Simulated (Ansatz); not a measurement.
# Localised basis functions on C(111) slab, H on the bottom face (176 atoms)

Wanted: errors and times of a linear-scaling basis for C(111) slab, H on the bottom face (176 atoms). A setting counts as converged where the r.m.s. difference of forces stays under 1 % of the r.m.s. force.

Method: Kohn-Sham DFT, PBE+D3(BJ), PAW (set soft_2), plane waves, in Ansatz 0.2.0.

## 1. The structure

The cell holds 176 atoms: 160 C and 16 H. Its edges and angles: a = 10.089 Å, b = 10.089 Å, c = 19.842 Å, α = 90.0°, β = 90.0°, γ = 120.0°. It derives from C (diamond-structure). Diamond-structure C (a = 3.567 Å), (111) slab of 10 atomic planes, 4 x 4 surface cells, H on the broken bonds of the bottom face, 10 Å of vacuum; displaced by a Gaussian of 0.02 Å. Regions: slab, 160 atoms (160 C); hydrogen, 16 atoms (16 H). Vacuum lies along c.

What the set-up can't give: Beside vacuum, support functions can miss their usual error bounds without a warning. The main run has no spin polarisation, so any moments at edges, vacancies or dangling bonds can't form in it.

## 2. Plane-wave single point

This run is the reference for what follows, at a cutoff of 420 eV.

input.yaml

```yaml
crystal:
  lattice:
    - [10.089, 0.0, 0.0]
    - [-5.0445, 8.73733, 0.0]
    - [0.0, 0.0, 19.84249]
  atoms:
    - { symbol: C, position: [0.33637, 0.91712, 0.333] }
    - { symbol: C, position: [0.25108, 0.00238, 0.3047] }
    - { symbol: C, position: [0.1632, 0.83218, 0.43803] }
    - { symbol: C, position: [0.3326, 0.91378, 0.41086] }
    - { symbol: C, position: [0.25485, 0.00569, 0.54044] }
    - { symbol: C, position: [0.16814, 0.831, 0.51285] }
    - { symbol: C, position: [0.33152, 0.91537, 0.64593] }
    - { symbol: C, position: [0.25454, 0.00746, 0.6193] }
    - { symbol: C, position: [0.1687, 0.83523, 0.74857] }
    - { symbol: C, position: [0.33524, 0.91806, 0.72302] }
    - { symbol: C, position: [0.33227, 0.66605, 0.33245] }
    - { symbol: C, position: [0.24529, 0.7495, 0.30473] }
    - { symbol: C, position: [0.17094, 0.58646, 0.43418] }
    - { symbol: C, position: [0.3358, 0.66808, 0.41186] }
    - { symbol: C, position: [0.24906, 0.74879, 0.54031] }
    - { symbol: C, position: [0.16566, 0.58477, 0.51365] }
    - { symbol: C, position: [0.33218, 0.66184, 0.64542] }
    - { symbol: C, position: [0.25301, 0.75234, 0.61798] }
    - { symbol: C, position: [0.1661, 0.58264, 0.74961] }
    - { symbol: C, position: [0.33299, 0.66862, 0.72154] }
    - { symbol: C, position: [0.58351, 0.91658, 0.33257] }
    - { symbol: C, position: [0.50229, 0.99833, 0.30581] }
    - { symbol: C, position: [0.42102, 0.83569, 0.43721] }
    - { symbol: C, position: [0.58679, 0.91617, 0.41039] }
    - { symbol: C, position: [0.49862, 0.99482, 0.53975] }
    - { symbol: C, position: [0.41558, 0.83377, 0.51371] }
    - { symbol: C, position: [0.5841, 0.9156, 0.645] }
    - { symbol: C, position: [0.49926, 0.99951, 0.61897] }
    - { symbol: C, position: [0.41558, 0.83164, 0.74593] }
    - { symbol: C, position: [0.58348, 0.91695, 0.72247] }
    - { symbol: C, position: [0.32894, 0.41546, 0.3334] }
    - { symbol: C, position: [0.25084, 0.50252, 0.30601] }
    [... 138 atom lines left out ...]
    - { symbol: H, position: [0.49988, 0.24799, 0.25257] }
    - { symbol: H, position: [0.74779, 0.50052, 0.25324] }
    - { symbol: H, position: [0.99743, 0.75055, 0.25115] }
    - { symbol: H, position: [0.75305, 0.25268, 0.25075] }
    - { symbol: H, position: [0.99913, 0.50096, 0.25186] }
    - { symbol: H, position: [0.99685, 0.25012, 0.25396] }
kpoints:
  mp_grid: { grid: [2, 2, 1] }
hamiltonian:
  xc: pbe
  dispersion: d3bj
scf:
  occupations: { method: gaussian, width: 0.025 }
output:
  forces: true
  populations: intrinsic
  dos:
    method: { smearing: { sigma: 0.08 } }
    de: 0.1
    projected:
      site_lists:
        C: [C]
        H: [H]
        hydrogen: [160, 161, 162, 163, 164, 165, 166, 167, 168, 169, 170, 171, 172, 173, 174, 175]
  eigenvalues: true
  write_density: true
  write_potential: true
  volumetric_format: npy
  elf: true
```

Started as:

```sh
ansatz run input.yaml --threads 4 --pin off --max-ram 8192MiB --backend cpu --events-out ev --progress --plain --runs-dir out
```

Numbers of over 12 decimals in the logs are rounded to 6 here.

Log:

```text
Engine: ansatz 0.2.0, aarch64-unknown-linux-gnu
Pseudopotentials: kind: paw
Pseudopotential: C, paw, valence charge 4, recommended cutoff 420 eV (normal), C.paw.azcp
Pseudopotential: H, paw, valence charge 1, recommended cutoff 420 eV (normal), H.paw.azcp
[... 5 lines on functional and potentials left out ...]
Crystal: 176 atoms, lattice volume = 1749.134 Å³
Basis set: ecut = 420 eV, 34219 PW (Γ), exchange–correlation on 144×144×270 points (8 copies of the dense FFT grid, shifted against one another)
Bands: 504, of which v1, the nominal top of the filled ones, is band 328 counted from 1 (327 counted from 0)
Symmetry: 1 space group operations
Space group: P1 (ITA 1), of the structure as read, at distance tolerance 1.2e-4 Å
k-points: 4
[... 5 lines on functional and potentials left out ...]
Initial density: superposition of atomic densities (neutral atoms: chi_scale 0, normalization atom), corrected by the library's trained network
Initial wavefunctions: pseudopotential atomic-orbital guess
Functional: x = pbe(κ = 0.804, μ = 0.219515), c = pbe(β = 0.066725)
SCF iter   1: F=—  HF=-40374.897462 eV  |F-HF|=—  |Δ(HF+E_count)|=         —  Δρ=1.85e-2  dr2=3.05e1  ethr=1.77e-3  ⟨swp⟩=8.0  Hψ=11347  notcnv=0  defer=489
preconditioner: auto → LDOS  [insulator: Δε(μ)=0.065 eV  Ē_g=16.122 eV  σ=0.025 eV  W_gap=0.57  n_scr=374 (ndim 8)  ℏωp=22.7 eV  f_vac=0.386  D(μ)=32.94/eV (n_scr^D=172)  ε∞_Penn≈3.0  β→1.0]
SCF iter   2: F=—  HF=-40372.956505 eV  |F-HF|=—  |Δ(HF+E_count)|=    1.94e0  Δρ=1.15e-2  dr2=7.30e0  ethr=1.77e-3  ⟨swp⟩=2.0  Hψ=2466  notcnv=0  defer=672
SCF iter   3: F=—  HF=-40373.208561 eV  |F-HF|=—  |Δ(HF+E_count)|=   2.52e-1  Δρ=1.22e-2  dr2=7.56e0  ethr=1.11e-3  ⟨swp⟩=2.2  Hψ=2985  notcnv=0  defer=671
SCF iter   4: F=—  HF=-40372.372117 eV  |F-HF|=—  |Δ(HF+E_count)|=   8.36e-1  Δρ=6.02e-3  dr2=2.09e0  ethr=1.11e-3  ⟨swp⟩=2.2  Hψ=2183  notcnv=0  defer=671
SCF iter   5: F=—  HF=-40372.188589 eV  |F-HF|=—  |Δ(HF+E_count)|=   1.84e-1  Δρ=3.91e-3  dr2=7.77e-1  ethr=3.18e-4  ⟨swp⟩=2.2  Hψ=2307  notcnv=0  defer=665
SCF iter   6: F=—  HF=-40372.149143 eV  |F-HF|=—  |Δ(HF+E_count)|=   3.94e-2  Δρ=3.25e-3  dr2=4.63e-1  ethr=1.18e-4  ⟨swp⟩=2.5  Hψ=2267  notcnv=0  defer=665
SCF iter   7: F=—  HF=-40372.132445 eV  |F-HF|=—  |Δ(HF+E_count)|=   1.67e-2  Δρ=2.15e-3  dr2=2.12e-1  ethr=7.05e-5  ⟨swp⟩=2.5  Hψ=2122  notcnv=0  defer=665
SCF iter   8: F=—  HF=-40372.123390 eV  |F-HF|=—  |Δ(HF+E_count)|=   9.06e-3  Δρ=1.20e-3  dr2=7.09e-2  ethr=3.23e-5  ⟨swp⟩=3.2  Hψ=2607  notcnv=0  defer=661
SCF iter   9: F=—  HF=-40372.115805 eV  |F-HF|=—  |Δ(HF+E_count)|=   7.58e-3  Δρ=9.69e-4  dr2=3.77e-2  ethr=1.08e-5  ⟨swp⟩=2.0  Hψ=2487  notcnv=0  defer=661
SCF iter  10: F=—  HF=-40372.116373 eV  |F-HF|=—  |Δ(HF+E_count)|=   5.68e-4  Δρ=6.69e-4  dr2=1.99e-2  ethr=5.75e-6  ⟨swp⟩=2.0  Hψ=2042  notcnv=0  defer=661
[...]
SCF iter  17: F=—  HF=-40372.114489 eV  |F-HF|=—  |Δ(HF+E_count)|=   4.96e-5  Δρ=5.50e-5  dr2=9.46e-5  ethr=3.24e-8  ⟨swp⟩=2.5  Hψ=2077  notcnv=0  defer=661
SCF iter  18: F=—  HF=-40372.113931 eV  |F-HF|=—  |Δ(HF+E_count)|=   5.57e-4  Δρ=3.73e-5  dr2=4.62e-5  ethr=1.44e-8  ⟨swp⟩=2.0  Hψ=2141  notcnv=0  defer=661
SCF iter  19: F=—  HF=-40372.113927 eV  |F-HF|=—  |Δ(HF+E_count)|=   4.17e-6  Δρ=2.71e-5  dr2=2.49e-5  ethr=7.04e-9  ⟨swp⟩=2.0  Hψ=1981  notcnv=0  defer=661
SCF iter  20: F=—  HF=-40372.113934 eV  |F-HF|=—  |Δ(HF+E_count)|=   6.31e-6  Δρ=2.00e-5  dr2=1.44e-5  ethr=3.79e-9  ⟨swp⟩=1.8  Hψ=1675  notcnv=0  defer=661
SCF iter  21: F=—  HF=-40372.113938 eV  |F-HF|=—  |Δ(HF+E_count)|=   4.11e-6  Δρ=1.29e-5  dr2=6.49e-6  ethr=2.20e-9  ⟨swp⟩=2.2  Hψ=2024  notcnv=0  defer=661
SCF iter  22: F=—  HF=-40372.113937 eV  |F-HF|=—  |Δ(HF+E_count)|=   2.08e-7  Δρ=7.77e-6  dr2=2.79e-6  ethr=9.89e-10  ⟨swp⟩=2.5  Hψ=2122  notcnv=0  defer=661
SCF iter  23: F=—  HF=-40372.113938 eV  |F-HF|=—  |Δ(HF+E_count)|=   8.11e-7  Δρ=4.90e-6  dr2=1.05e-6  ethr=4.25e-10  ⟨swp⟩=2.2  Hψ=1867  notcnv=0  defer=661
SCF iter  24: F=—  HF=-40372.113939 eV  |F-HF|=—  |Δ(HF+E_count)|=   8.56e-7  Δρ=3.26e-6  dr2=4.89e-7  ethr=1.60e-10  ⟨swp⟩=2.0  Hψ=1952  notcnv=0  defer=661
SCF iter  25: F=—  HF=-40372.113939 eV  |F-HF|=—  |Δ(HF+E_count)|=   2.57e-8  Δρ=1.90e-6  dr2=1.46e-7  ethr=7.46e-11  ⟨swp⟩=2.5  Hψ=2178  notcnv=0  defer=661
SCF iter  26: F=-40372.113939 eV  HF=-40372.113939 eV  |F-HF|=3.15e-8  |Δ(HF+E_count)|=   2.76e-8  Δρ=1.42e-6  dr2=7.34e-8  ethr=1.52e-11  ⟨swp⟩=29.2  Hψ=24327  notcnv=0
SCF 1 converged in 26 iterations: F = -40372.113939 eV  dr2 = 7.34e-8
  greatest PAW one-centre occupation: 0.663 electrons in one spin orbital (limit 2), on the C atom at site 68 (counted from 0), in its partial waves of l = 0
WARN: The output density's exchange-correlation potential varies sharply where the density is thin. Do not read a vacuum level from v_tot or v_xc, or from such a field of the output density. On a cell that repeats whose density bears no net charge and no dipole along the vacuum's axis use v_es (v_loc + v_h of the components); [...]
SCF converged after 26 iterations
Free energy (F): -40372.113939 eV
Harris-Foulkes:  -40372.113939 eV  (|F-HF|=3.15e-8)
Internal energy: -40372.077872 eV  (E = F + TS)
E sigma→0 (E₀):  -40372.095906 eV
Entropy (-TS):   -0.036067 eV (-0.205 meV/atom)
Fermi energy:    5.583007 eV
--- Per-component energies (eV) ---
  E_band       = -2588.415013
  E_kinetic    = 14888.924574
  E_local      = -333748.048736  (includes V_loc(G=0)·N_el)
  E_nonlocal   = 4303.839225
  E_hartree    = 161423.331328
  E_xc         = -7903.269368
  E_vxc        = -9813.088832  (∫ρ·V_xc dr)
  E_paw        = -15876.343831  (= ΣΔE_a)
  E_vpaw       = -1066.608965  (= ΣTr[D̂ρ^β])
  E_aug_tail   = -0.021098  (compensation charges beyond the density's cutoff)
  E_ewald      = 136566.620641
  E_disp       = -27.110606  (pairwise vdW)
  E_smearing   = -0.036067  (= −TS)
  E_closure    = 0.000000  (closes the sum)
  Σ components = -40372.113939   (vs F -40372.113939, Δ=0.00e0)
--- Forces (eV/Å), atoms counted from 1 ---
  atom   1  C     -1.16924142    -0.23015674    -1.66714531
  atom   2  C      0.67995618    -0.23631098     4.41608607
  atom   3  C      1.44654598    -0.06432671    -1.93133561
  atom   4  C      0.07526137     0.83972544    -0.18465919
  atom   5  C     -0.52749873    -1.69791314    -0.32770684
  atom   6  C     -1.16327779     1.27819030     2.14454502
  atom   7  C      0.75948252     1.24540998    -1.78216856
  atom   8  C     -0.14073369    -2.54064862    -0.44383823
  atom   9  C     -0.33410432    -0.16908310    -4.04454434
  atom  10  C     -0.07195888     0.11236775     5.17851718
  atom  11  C      0.37564933     0.83534500    -0.40586019
  atom  12  C      2.05265080     0.43028753     4.91700587
  atom  13  C     -1.04156289    -0.92993587     2.01619425
  atom  14  C      0.02708171     0.02867986    -1.51882774
[...]
atom 175  H     -0.07334484     0.01958246     0.96508872
  atom 176  H      0.04782021    -0.04084654    -2.14982779
  max |Σ_I F_I| component: 5.84e-5 eV/Å
--- Band table (eV) ---
  k-point 0: bands = ["-16.6880", "-15.8349", "-15.2610", "-15.2016", [... 488 levels ...], "14.6470", "14.6846", "14.7228", "14.8294", "14.8410", "14.9108", "14.9127", "14.9473", "14.9566", "14.9691", "14.9926", "14.9971"]
[...]
--- intrinsic populations: 176 sites ---
  site symbol       q [e]
     0      C      3.9782
     1      C      4.1821
     2      C      3.9972
[...]
175      H      0.8286
  spilling = 0.000000 (of n_electrons = 656.000000)
```

It took 6.7 min on 4 threads of Arm Neoverse V2, shared host; peak memory 5.8 GiB.

The program notes that it cut back its work space to fit the memory limit and the exchange-correlation potential is rough where the density is thin. Further notices: published levels not confirmed.

Read from the output:

| Property | Result |
| --- | --- |
| free energy | -40372.1139 eV |
| free energy per atom | -229.3870 eV/atom |
| SCF cycles | 26 |
| r.m.s. force component | 1.44 eV/Å |
| longest force | 5.346 eV/Å |
| Fermi energy | 5.583 eV |
| levels partly filled by over 2 per cent | 20 |

The r.m.s. force component of 1.4 eV/Å sets the scale for the differences below.

## 3. Support functions medium

With localised support functions most steps grow linearly with size, though the diagonalisation grows faster unless the density matrix is cut; this run measures error and cost at this size.

This step: Kohn-Sham DFT, PBE+D3(BJ), PAW (set soft_2), localised support functions (medium) (Ansatz 0.2.0).

input.yaml, the sections that differ from step 2:

```yaml
scf:
  occupations: { method: gaussian, width: 0.025 }
  eigensolver: { kind: { support_functions: { accuracy: medium } } }
  mixing: { beta: 0.4 }
  max_iter: 150
output:
  forces: true
  eigenvalues: true
# crystal, kpoints, hamiltonian: as in step 2
```

Log:

```text
Warning: scf.eigensolver.kind.support_functions: disabling space-group detection — the functions' gradient is summed over unrotated k-points, so no spatial operation reduces the k-mesh or symmetrises the density; time reversal is kept, so that k and −k are solved as one point where they differ and the mesh holds both, and exact exchange and, on two spinor components, a DFT+U term hold to it where the run has them: [...]
settings of this run that can trade accuracy for cost: scf.eigensolver.kind.support_functions [...]
[...]
Crystal: 176 atoms, lattice volume = 1749.134 Å³
Basis set: ecut = 420 eV, 34219 PW (Γ), exchange–correlation on 144×144×270 points (8 copies of the dense FFT grid, shifted against one another)
Bands: 394, of which v1, the nominal top of the filled ones, is band 328 counted from 1 (327 counted from 0)
Symmetry: 1 space group operations
k-points: 4
[...]
SCF iter   1: F=—  HF=-40386.721732 eV  |F-HF|=—  |Δ(HF+E_count)|=         —  Δρ=9.23e-2  dr2=1.25e2  ethr=1.00e-1
[...]
SCF iter  24: F=—  HF=-40372.791593 eV  |F-HF|=—  |Δ(HF+E_count)|=   1.69e-6  Δρ=1.47e-5  dr2=6.29e-6  ethr=1.88e-9  κ⁻¹=1.4e-4(r=7)
SCF iter  25: F=-40372.791592 eV  HF=-40372.791593 eV  |F-HF|=1.14e-6  |Δ(HF+E_count)|=   5.61e-7  Δρ=9.75e-6  dr2=3.04e-6  ethr=9.58e-10
SCF 1 converged in 25 iterations: F = -40372.803363 eV  dr2 = 3.04e-6
[...]
SCF converged after 25 iterations
Stability not checked: this state was not tested for a lower state beside it, because the mixer in use, unlike msr1, does not test its closes by its own steps (another_mixer; see scf.mixing.algorithm and scf.lower_state_search)
Free energy (F): -40372.803363 eV
[...]
Internal energy: -40372.767326 eV  (E = F + TS)
E sigma→0 (E₀):  -40372.785344 eV
Entropy (-TS):   -0.036038 eV (-0.205 meV/atom)
Fermi energy:    5.582235 eV
[...]
Σ components = -40372.803363   (vs F -40372.803363, Δ=0.00e0)
--- Forces (eV/Å), atoms counted from 1 ---
  atom   1  C     -1.16983329    -0.22984002    -1.66354030
  atom   2  C      0.67977389    -0.23677221     4.40879497
  atom   3  C      1.44716490    -0.06371355    -1.93108748
  atom   4  C      0.07513987     0.83982298    -0.18635341
[...]
atom 176  H      0.04818628    -0.04065196    -2.14364834
  max |Σ_I F_I| component: 7.86e-3 eV/Å
--- Band table (eV) ---
[...]
```

It took 6 min on 4 threads; peak memory 4.3 GiB.

The program notes that the band table was not solved further than the SCF left it and it switched symmetry off.

Keys that differ from the reference: support_functions.accuracy = "medium", scf.max_iter = 150 and scf.mixing.beta = 0.4.

Forces differ from the reference by 2.3 meV/Å r.m.s., 0.16 % of their size, well within a tolerance of 1 %; the energy by -3.9 meV/atom.

## 4. Support functions low

With localised support functions most steps grow linearly with size, though the diagonalisation grows faster unless the density matrix is cut; this run measures error and cost at this size.

This step: Kohn-Sham DFT, PBE+D3(BJ), PAW (set soft_2), localised support functions (low) (Ansatz 0.2.0).

input.yaml, the sections that differ from step 3:

```yaml
scf:
  occupations: { method: gaussian, width: 0.025 }
  eigensolver: { kind: { support_functions: { accuracy: low } } }
  mixing: { beta: 0.4 }
  max_iter: 150
# crystal, kpoints, hamiltonian, output: as in step 3
```

Log:

```text
[...]
Crystal: 176 atoms, lattice volume = 1749.134 Å³
Basis set: ecut = 420 eV, 34219 PW (Γ), exchange–correlation on 144×144×270 points (8 copies of the dense FFT grid, shifted against one another)
Bands: 394, of which v1, the nominal top of the filled ones, is band 328 counted from 1 (327 counted from 0)
Symmetry: 1 space group operations
k-points: 4
[...]
SCF iter   1: F=—  HF=-40386.724005 eV  |F-HF|=—  |Δ(HF+E_count)|=         —  Δρ=9.23e-2  dr2=1.25e2  ethr=1.00e-1
[...]
SCF iter  21: F=—  HF=-40372.789840 eV  |F-HF|=—  |Δ(HF+E_count)|=   5.12e-4  Δρ=4.14e-5  dr2=4.48e-5  ethr=1.14e-8  κ⁻¹=2.6e-4(r=7)
SCF iter  22: F=-40372.790297 eV  HF=-40372.790308 eV  |F-HF|=1.12e-5  |Δ(HF+E_count)|=   4.68e-4  Δρ=2.92e-5  dr2=2.44e-5  ethr=6.83e-9
SCF 1 converged in 22 iterations: F = -40372.803408 eV  dr2 = 2.44e-5
[...]
SCF converged after 22 iterations
[...]
Free energy (F): -40372.803408 eV
[...]
Internal energy: -40372.767369 eV  (E = F + TS)
E sigma→0 (E₀):  -40372.785388 eV
Entropy (-TS):   -0.036039 eV (-0.205 meV/atom)
Fermi energy:    5.582545 eV
[...]
Σ components = -40372.803408   (vs F -40372.803408, Δ=0.00e0)
--- Forces (eV/Å), atoms counted from 1 ---
  atom   1  C     -1.16970939    -0.22984760    -1.66355221
  atom   2  C      0.67964208    -0.23667703     4.40863219
  atom   3  C      1.44720951    -0.06370490    -1.93106328
  atom   4  C      0.07517623     0.83980322    -0.18635507
[...]
atom 176  H      0.04814417    -0.04056862    -2.14356534
  max |Σ_I F_I| component: 1.13e-2 eV/Å
--- Band table (eV) ---
[...]
```

It took 5.4 min on 4 threads; peak memory 4.2 GiB.

Keys that differ from the reference: support_functions.accuracy = "low", scf.max_iter = 150 and scf.mixing.beta = 0.4.

Forces differ from the reference by 2.4 meV/Å r.m.s., 0.17 % of their size, well within a tolerance of 1 %; the energy by -3.9 meV/atom.

## 5. Support functions medium, radius 2.93 Å

The radius confines each support function; a larger one gives more freedom and more work per atom.

This step: Kohn-Sham DFT, PBE+D3(BJ), PAW (set soft_2), localised support functions (medium) (Ansatz 0.2.0).

input.yaml, the sections that differ from step 4:

```yaml
scf:
  occupations: { method: gaussian, width: 0.025 }
  eigensolver: { kind: { support_functions: { accuracy: medium, radius: 2.93 } } }
  mixing: { beta: 0.4 }
  max_iter: 150
# crystal, kpoints, hamiltonian, output: as in step 4
```

Log:

```text
[...]
Crystal: 176 atoms, lattice volume = 1749.134 Å³
Basis set: ecut = 420 eV, 34219 PW (Γ), exchange–correlation on 144×144×270 points (8 copies of the dense FFT grid, shifted against one another)
Bands: 394, of which v1, the nominal top of the filled ones, is band 328 counted from 1 (327 counted from 0)
Symmetry: 1 space group operations
k-points: 4
[...]
Eigensolver: Support functions (medium, 48×48×90 points, laid for a spacing of at most 0.228497 Å, radius 2.930000 Å, 38 sites without an atom, 2 species' potentials softened for the grid, 2 wholly corrected for its errors in the mean over positions, 2 with the egg-box correction, energy correction by stochastic trace)
[...]
SCF iter   1: F=—  HF=-40379.263111 eV  |F-HF|=—  |Δ(HF+E_count)|=         —  Δρ=9.18e-2  dr2=1.23e2  ethr=1.00e-1
[...]
SCF iter  24: F=—  HF=-40372.787072 eV  |F-HF|=—  |Δ(HF+E_count)|=   1.26e-6  Δρ=1.30e-5  dr2=4.55e-6  ethr=1.42e-9  κ⁻¹=1.2e-4(r=7)
SCF iter  25: F=-40372.787073 eV  HF=-40372.787073 eV  |F-HF|=1.49e-7  |Δ(HF+E_count)|=   3.01e-7  Δρ=8.46e-6  dr2=1.86e-6  ethr=6.93e-10
SCF 1 converged in 25 iterations: F = -40372.803396 eV  dr2 = 1.86e-6
[...]
SCF converged after 25 iterations
[...]
Free energy (F): -40372.803396 eV
[...]
Internal energy: -40372.767369 eV  (E = F + TS)
E sigma→0 (E₀):  -40372.785382 eV
Entropy (-TS):   -0.036027 eV (-0.205 meV/atom)
Fermi energy:    5.582486 eV
[...]
Σ components = -40372.803396   (vs F -40372.803396, Δ=0.00e0)
--- Forces (eV/Å), atoms counted from 1 ---
  atom   1  C     -1.16991656    -0.22996585    -1.66384071
  atom   2  C      0.67994296    -0.23683853     4.40871679
  atom   3  C      1.44735260    -0.06375516    -1.93098436
  atom   4  C      0.07516323     0.83974535    -0.18616997
[...]
atom 176  H      0.04818678    -0.04057446    -2.14364730
  max |Σ_I F_I| component: 1.28e-2 eV/Å
--- Band table (eV) ---
[...]
```

Wall time 5.6 min (4 threads); peak memory 4.1 GiB; 22 min of CPU time.

Keys that differ from the reference: support_functions.accuracy = "medium", support_functions.radius = 2.93, scf.max_iter = 150 and scf.mixing.beta = 0.4.

Forces differ from the reference by 2.4 meV/Å r.m.s., 0.16 % of their size, well within a tolerance of 1 %; the energy by -3.9 meV/atom.

(Part 1 of 2 ends here.)

[Logs are printed without paths, hosts, clocks, repeated set-up lines and the standing remarks that a program may print on its own settings, such as how far it seeks lower states.]

[Hosts, paths, dates, database ids (printed as entryN), source tags and the programs' standing remarks are cut or masked in the printed files.]
